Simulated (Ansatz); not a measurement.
# Glassy Na2MgSi3O8 (182 atoms) under strain: runs compared

How stiff is glassy Na2MgSi3O8 (182 atoms)?

Computed with Ansatz 0.2.0: Kohn-Sham DFT, PBE, PAW (set soft_2), plane waves.

## Step 1: The cell as built

The cell holds 182 atoms: 13 Mg, 26 Na, 104 O and 39 Si. Cell: a = 13.325 Å, b = 13.325 Å, c = 13.325 Å, α = 90.0°, β = 90.0°, γ = 90.0°. 182 atoms (13 Mg, 26 Na, 104 O, 39 Si) placed at random at 2.58 g/cm³, melted at 4500 K for 20 ps at fixed volume with the Morse and Coulomb pair potential with partial charges (Pedone, Malavasi, Menziani, Cormack and Segre, J. Phys. Chem. B 110, 11780 (2006)). Quenched from 4500 K to 300 K at 20 K/ps and fixed volume, held 5 ps.

What the set-up can't give: The quench rate of 20 K/ps far exceeds what a furnace or splat quench reaches, so expect more defects and frozen-in strain than in a real sample. The network of bonds at the start is that of the classical potential that made the cell, and needn't be the one that DFT or experiment would give. Only the Γ point is sampled.

## Step 2: The reference run

The reference is a single point at the end of the relaxation.

Every strained cell starts from the geometry of this run, and its atoms are relaxed with the cell held.

Its input, with most atom lines left out:

```yaml
crystal:
  lattice:
    - [13.35739, -0.16413, -0.20972]
    - [-0.16413, 13.5968, -0.10565]
    - [-0.20972, -0.10565, 13.35073]
  atoms:
    - { symbol: Mg, position: [0.54787, 0.85888, 0.09927] }
    - { symbol: Mg, position: [0.47334, 0.88062, 0.52505] }
    - { symbol: Mg, position: [0.41738, 0.37535, 0.85544] }
    - { symbol: Mg, position: [0.51568, 0.28547, 0.04669] }
    - { symbol: Mg, position: [0.97428, 0.01424, 0.20313] }
    - { symbol: Mg, position: [0.18732, 0.56614, 0.09953] }
    - { symbol: Mg, position: [0.49515, 0.50296, 0.13679] }
    [... atom lines 8 to 182 left out ...]
kpoints:
  mp_grid: { grid: [1, 1, 1] }
hamiltonian:
  xc: pbe
scf:
  occupations: { method: fermi_dirac, width: 0.025 }
output:
  forces: true
  stress: true
  populations: intrinsic
  dos:
    method: { smearing: { sigma: 0.08 } }
    de: 0.1
    projected: { site_lists: { Mg: [Mg], Na: [Na], O: [O], Si: [Si] } }
  eigenvalues: true
  write_density: true
  write_potential: true
  volumetric_format: npy
  elf: true
```

```
free energy per atom   : -811.3496 eV/atom
r.m.s. force component : 0.00817 eV/Å
pressure               : 0.002603 GPa
```

Filled and empty levels are parted by 2.94 eV (at Γ alone); a semilocal functional tends to put such gaps too low. In a disordered cell it changes from sample to sample, and tail or defect levels can set it.

## Step 3: The runs

Each row is one run, on 4 threads of Arm Neoverse V2, shared host. The free energy is the program's total, comparable only between runs with the same functional, potentials and atoms.

```
                                 run  atoms                outcome  ionic steps, all passes  free energy (eV)     time  host memory (GiB)
           Single point at the start    182              converged                        -       -147646.814     55 s                4.1
              Cell and atoms relaxed    182              converged                       34       -147665.629   35 min                4.3
Single point at the relaxed geometry    182              converged                        -       -147665.629  1.9 min                4.3
                         Volume -3 %    182              converged                       10       -147665.311   13 min                4.2
                         Volume +3 %    182              converged                        9       -147665.404   12 min                4.5
                         Volume -6 %    182  cut at the time limit                       15       -147664.612   18 min                4.1
                         Volume +6 %    182  cut at the time limit                        9       -147665.115   13 min                4.6
                        Volume -10 %    182  cut at the time limit                        6       -147661.839  8.2 min                3.9
            Stretched by 1 % along x    182  cut at the time limit                        2                 -  2.9 min                4.4
```

In some runs the program notes that the exchange-correlation potential is rough where the density is thin and the SCF threshold is loose for the stress.

## Step 4: Pressure against volume

Atoms are relaxed at each volume, in the scaled cell.

```
volume change (%)  volume (Å³/atom)  energy change (meV/atom)  pressure (GPa)  largest move on relaxing (Å)  bonds  gap (eV)
               -3            12.917                      1.75            1.41                          0.21    342                3.00
               +0            13.317                      0.00            0.00                             -    338                2.94
               +3            13.716                      1.24           -1.06                          0.34    332                2.95
```

## Step 5: Outcome

The bulk modulus, from the slope of pressure against ln V over the three points nearest the relaxed volume, is 41.2 GPa. The count of bonds runs from 332 to 342 over the series, so at some points contacts cross the cutoffs. The gap goes from 3.00 eV at the smallest volume to 2.95 eV at the largest, not monotonically (lowest 2.94, highest 3.00 eV), on the run's k-points.

Caveats: Strains are finite and relaxations stop at the force tolerance of the input, which can leave moduli too stiff; they are those of a static cell at zero temperature. Volumes are changed with the cell's shape held, so in an anisotropic solid the modulus lies over the one under free hydrostatic load. The program notes that the SCF threshold of the relaxations is loose for the stress.

The DFT runs together took 1.8 h of wall time.

[Logs are printed without paths, hosts, clocks, repeated set-up lines and the standing remarks that a program may print on its own settings, such as how far it seeks lower states.]

[Hosts, paths, dates, database ids (printed as entryN), source tags and the programs' standing remarks are cut or masked in the printed files.]
